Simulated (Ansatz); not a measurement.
# Quasiparticle gap of AlGaAs2 (zincblende [001] superlattice), part 4 of 4

Wanted: the gap of AlGaAs2 (zincblende [001] superlattice) with a many-body correction, and the time that it takes.

Ansatz 0.2.0; PBEsol, then G0W0 on it, plane waves, PAW. Known limits of the many-body steps: finite bands, screening cutoff and k mesh; no spin-orbit coupling in G0W0; d shells not analysed.

So far. Step 3 (Bands along the symmetry lines): Over mesh and path the gap is 1.021 eV, direct, at k = Γ. The program's warnings for this run: pseudo functional mismatch; structure snapped to symmetry. Step 4 (The quasiparticle correction): Over 8 of 12 irreducible mesh points the G0W0 gap is 1.751 eV, from k = Γ to k = (0.000, 0.000, -0.500). The PBEsol gap of this run on the mesh is 1.011 eV.

## 5. Spin-orbit coupling

This run has two-component orbitals with spin-orbit coupling.

This step: DFT, PBEsol with spin-orbit coupling, plane waves, PAW.

Contents of input.yaml:

```yaml
crystal:
  lattice:
    - [4.0120568347, 0.0, 0.0]
    - [0.0, 4.0120657245, 0.0]
    - [0.0, 0.0, 22.6169602797]
  atoms:
    - { symbol: Ga, position: [0.0, 0.0, 0.0315181048] }
    - { symbol: As, position: [0.5, 0.0, 0.0938475488] }
    - { symbol: Ga, position: [0.5, 0.5, 0.1561486765] }
    - { symbol: As, position: [0.0, 0.5, 0.2184741997] }
    - { symbol: Ga, position: [0.0, 0.0, 0.2807996335] }
    - { symbol: As, position: [0.5, 0.0, 0.3431016581] }
    - { symbol: Ga, position: [0.5, 0.5, 0.4054318278] }
    - { symbol: As, position: [0.0, 0.5, 0.4679745625] }
    - { symbol: Al, position: [0.0, 0.0, 0.530448847] }
    - { symbol: As, position: [0.5, 0.0, 0.5931129802] }
    - { symbol: Al, position: [0.5, 0.5, 0.6557939602] }
    - { symbol: As, position: [0.0, 0.5, 0.718476722] }
    - { symbol: Al, position: [0.0, 0.0, 0.7811591182] }
    - { symbol: As, position: [0.5, 0.0, 0.8438399161] }
    - { symbol: Al, position: [0.5, 0.5, 0.906503132] }
    - { symbol: As, position: [0.0, 0.5, 0.9689765207] }
kpoints:
  mp_grid: { grid: [6, 6, 2] }
  band_path:
    path:
      - [0.0, 0.0, 0.0]
      - [0.5, 0.0, 0.0]
      - [0.5, 0.5, 0.0]
      - [0.0, 0.5, 0.0]
      - [0.0, 0.0, 0.5]
      - [0.5, 0.0, 0.5]
      - [0.5, 0.5, 0.5]
      - [0.0, 0.5, 0.5]
    npoints: 1
hamiltonian:
  xc: pbesol
  pseudopotentials: { kind: paw_fr, azcp: { folder: "./paw" } }
scf:
  occupations: { method: fermi_dirac, width: 0.02 }
  n_extra_bands: 18
magnetization:
  noncollinear: true
  spin_orbit: true
output:
  eigenvalues: true
  forces: true
  stress: true
```

Command:

```bash
ansatz run input.yaml --threads 3 --pin off --max-ram 92160MiB --backend cuda --events-out ev --progress --plain --runs-dir out --devices 1 --max-vram 13GiB
```

Numbers of over 12 decimals in the logs are rounded to 6 here.

What it wrote:

```text
[...]
GPUs: using 1 of 1 available (devices: 1).
[...]
non-collinear run that drives no moment, with spin-orbit: no starting moment large enough to seed its density (crystal.atoms[].spin), no starting occupations that ask for one, no magnetisation constraint and no magnetic field, so the semilocal B_xc is pinned to zero
[...]
GPU FFT provider: cuFFT
GPU libraries: cuBLAS 13.8.2, cuFFT 12.4.0, cuSOLVER 12.3.4
Crystal: 16 atoms, lattice volume = 364.057 Å³
Basis set: ecut = 420 eV, 7107 PW (Γ), exchange–correlation on 54×54×320 points (8 copies of the dense FFT grid, shifted against one another)
Bands: 202, of which v1, the nominal top of the filled ones, is band 184 counted from 1 (183 counted from 0)
Symmetry: 8 space group operations + 8 with time reversal
[...]
k-points: 20 of 72
Projection manifold: j_resolved (fully-relativistic pseudo-atomic orbitals)
[...]
GPU buffer pool allocated for 116640 grid points (all kernels)
[...]
SCF iter   1: F=—  HF=-55584.008072 eV  |F-HF|=—  |Δ(HF+E_count)|=         —  Δρ=4.13e-2  dr2=7.45e0  dr2_m=0.00e0 (ungated)  ethr=3.10e-3  |M|=0.00e0 ∫|m|=0.00e0 μB  |m|>n=0.0e0 m-floor=0.0e0 τ_xc=0.0e0  β_m=0.30  ⟨swp⟩=6.8  Hψ=18601  notcnv=0  defer=2
[...]
spin=Noncollinear: Resta preconditioning applied to the charge; magnetization (m_x, m_y, m_z) channels mix plain (no charge-response kernel on spin).
[...]
site 14: m = (+0.0000, +0.0000, +0.0000) μB, |m| = 0.0000 μB  (R = 1.01 Å)
  site 15: m = (+0.0000, +0.0000, +0.0000) μB, |m| = 0.0000 μB  (R = 1.01 Å)
Free energy (F): -55582.493728 eV
[...]
Internal energy: -55582.493728 eV  (E = F + TS)
E sigma→0 (E₀):  -55582.493728 eV
Fermi energy:    7.451311 eV
[...]
--- Forces (eV/Å), atoms counted from 1 ---
  atom   1  Ga     0.00000000     0.00000000     0.00040007
  atom   2  As    -0.00000000     0.00000000    -0.00022346
  atom   3  Ga     0.00000000     0.00000000    -0.00009899
  atom   4  As    -0.00000000     0.00000000     0.00000000
  atom   5  Ga    -0.00000000     0.00000000     0.00009899
  atom   6  As     0.00000000     0.00000000     0.00022346
  atom   7  Ga     0.00000000     0.00000000    -0.00040007
  atom   8  As     0.00000000     0.00000000    -0.00019672
[...]
atom  13  Al    -0.00000000     0.00000000    -0.00000939
  atom  14  As     0.00000000     0.00000000    -0.00019015
  atom  15  Al     0.00000000     0.00000000    -0.00005315
  atom  16  As     0.00000000     0.00000000     0.00019672
  max |Σ_I F_I| component: 2.44e-19 eV/Å
--- Stress (GPa, compression-positive) ---
       -0.006544       0.000000       0.000000
        0.000000      -0.006544       0.000000
       -0.000000       0.000000      -0.003075
  P = ⅓ Tr σ = -0.0054 GPa (-0.054 kbar)
--- Band table (eV; the first three rows and the last of 20) ---
  k-point 0: bands = [... 180 lower, 6.9696, 6.9696, 6.9888, 6.9888, 7.9070, 7.9070, 8.0912, 8.0912, ... 14 higher]
  k-point 1: bands = [... 180 lower, 6.7479, 6.7479, 6.9123, 6.9123, 8.0618, 8.0618, 8.3096, 8.3096, ... 14 higher]
  k-point 2: bands = [... 180 lower, 6.5059, 6.5119, 6.8132, 6.8167, 8.5239, 8.5321, 8.7934, 8.8011, ... 14 higher]
  k-point 19: bands = [... 180 lower, 4.3514, 4.3514, 4.3594, 4.3594, 8.2944, 8.2944, 8.3515, 8.3515, ... 14 higher]
[key lines of the parts left out:]
SCF converged after 10 iterations
Magnetization: |M| = 0.0000 μB,  M = (+0.0000, +0.0000, +0.0000) μB
```

Wall time 32 s (1 × NVIDIA H100 80GB HBM3 (shared by 6 runs) with 3 threads of AMD EPYC 7R13 (Zen 3), shared host); peak memory 1.5 GiB.

Numbers from this step:

```
pressure             : -0.005388 GPa
gap                  : 0.9182 eV
valence top at       : Γ
conduction bottom at : Γ
least direct gap     : 0.9182 eV
```

Over mesh and listed points the gap is 0.918 eV, direct, at k = Γ. PBEsol+SOC against PBEsol: 0.918 − 1.021 = −0.103 eV, with the same mesh, set of files (read in its fully relativistic form for the spin-orbit run) and cutoff, and both edges at the same k points. The spin-orbit run sees mesh and listed points alone, so its gap is an upper bound: the coupling can move an edge off these points, the more so as this crystal has no centre of inversion, and the change over the zone, its sign included where it is small, is not known. The program's warnings for this run: pseudo functional mismatch; structure snapped to symmetry.

## 6. Side by side

Each gap is the least one over the points named; times are wall times on shared hosts, not benchmarks. A G0W0 time includes the run's own self-consistent start. Runs with listed points see these and the mesh alone, so an edge that moves elsewhere is missed. Rows marked * are further runs, not shown as steps, whose inputs differ from the G0W0 step on the same start in the columns given; solver thresholds can differ too.

```
       level   mesh       files, cutoff  bands summed, screening                           points  gap (eV)  valence top       conduction bottom  least direct gap (eV)     time
      PBEsol  6×6×2  soft_1 PAW, 420 eV                        -                    mesh and path     1.021            Γ                       Γ                  1.021     22 s
  PBEsol+SOC  6×6×2  soft_1 PAW, 420 eV                        -           mesh and listed points     0.918            Γ                       Γ                  0.918     32 s
G0W0@PBEsol*  4×4×2  soft_1 PAW, 420 eV               366, 48 eV  8 of 12 irreducible mesh points     1.457            Γ  (0.000, 0.000, -0.500)                  1.549     63 s
 G0W0@PBEsol  4×4×2  soft_1 PAW, 420 eV             1178, 120 eV  8 of 12 irreducible mesh points     1.751            Γ  (0.000, 0.000, -0.500)                  1.816  3.3 min
```

## 7. What came out

```
PBEsol gap over mesh and path                        : 1.021 eV, direct, at k = Γ
G0W0@PBEsol gap over 8 of 12 irreducible mesh points : 1.751 eV, from k = Γ to k = (0.000, 0.000, -0.500)
PBEsol+SOC gap over mesh and listed points           : 0.918 eV
GW settings                                          : 4×4×2 mesh, 1086 empty bands, screening to 120 eV
known limits                                         : finite bands, screening cutoff and k mesh; no spin-orbit coupling in G0W0; d shells not analysed
```

**Reading.** Over 8 of 12 irreducible mesh points the G0W0 gap is 1.751 eV, from k = Γ to k = (0.000, 0.000, -0.500). The PBEsol gap of this run on the mesh is 1.011 eV. Other states bound it: the two that bound the G0W0 gap lie 1.191 eV apart in PBEsol, so state for state the correction is 1.751 − 1.191 = +0.560 eV, while gap against gap it is 1.751 − 1.011 = +0.740 eV. The valence state moves by 6.420 − 6.869 = −0.449 eV and the conduction state by 8.172 − 8.060 = +0.112 eV, on the run's own scale; with 366 bands the edge states move by +0.055 and +0.321 eV, so the split between the edges depends on the bands and cutoff. Both edges that PBEsol shows over mesh and path lie at k points where levels were corrected. G0W0 has the conduction bottom at another k point than that. Levels at other points were not corrected, so a lower G0W0 gap elsewhere in the zone is not ruled out. From 366 bands and 48 eV to 1178 bands and 120 eV the gap moves by 1.751 − 1.457 = +0.294 eV; bands and screening cutoff rise together, so their parts are not told apart. Two runs can't test a law of convergence, so the limit is not known. PBEsol+SOC against PBEsol: 0.918 − 1.021 = −0.103 eV, with the same mesh, set of files (read in its fully relativistic form for the spin-orbit run) and cutoff, and both edges at the same k points. The spin-orbit run sees mesh and listed points alone, so its gap is an upper bound: the coupling can move an edge off these points, the more so as this crystal has no centre of inversion, and the change over the zone, its sign included where it is small, is not known. What spin-orbit coupling does to the G0W0 levels was not computed, so no sum with the G0W0 gap is formed. For the G0W0 step: the program's warnings for this run: pseudo functional mismatch; structure snapped to symmetry. For the further run with 366 bands on the 4×4×2 mesh, the program warns: pseudo functional mismatch; structure snapped to symmetry. The G0W0 runs are scalar-relativistic. One-shot GW is known to converge slowly in bands for compounds with shallow d shells. The cell holds Ga; the filling of the d shell and its place against the gap were not analysed here. No pair of G0W0 runs that differ in the mesh alone is shown (4×4×2 is a supercell whose nearest images lie 16 Å apart), so the error from the mesh is not known here. G0W0 is shown with one set of atomic data (soft_1 PAW), so the error from the files is not known here.

[Paths, hosts, dates, memory and timing lines, banners, echoed tables and standing remarks are left out of the program output.]

[Logs are printed without paths, hosts, clocks, repeated set-up lines and the standing remarks that a program may print on its own settings, such as how far it seeks lower states.]

[Runs of the session that timed out or met a known fault of the program may be left out.]

[Cells called generated may have been cut or substituted from an entry of the Crystallography Open Database or the Materials Project.]

[Hosts, paths, dates, database ids (printed as entryN), source tags and the programs' standing remarks are cut or masked in the printed files.]

[Where an RPA ε∞ is given, it is that of the G0W0 mesh and is not shown converged in it. Names of k-points follow the symmetry that the program found, which can be lower than the space group named. Band edges on a path are those of the sampled points; other points can move an edge, and change direct to indirect where valleys lie close.]

[Hybrid gaps are those of their k-mesh and are not shown converged in it.]
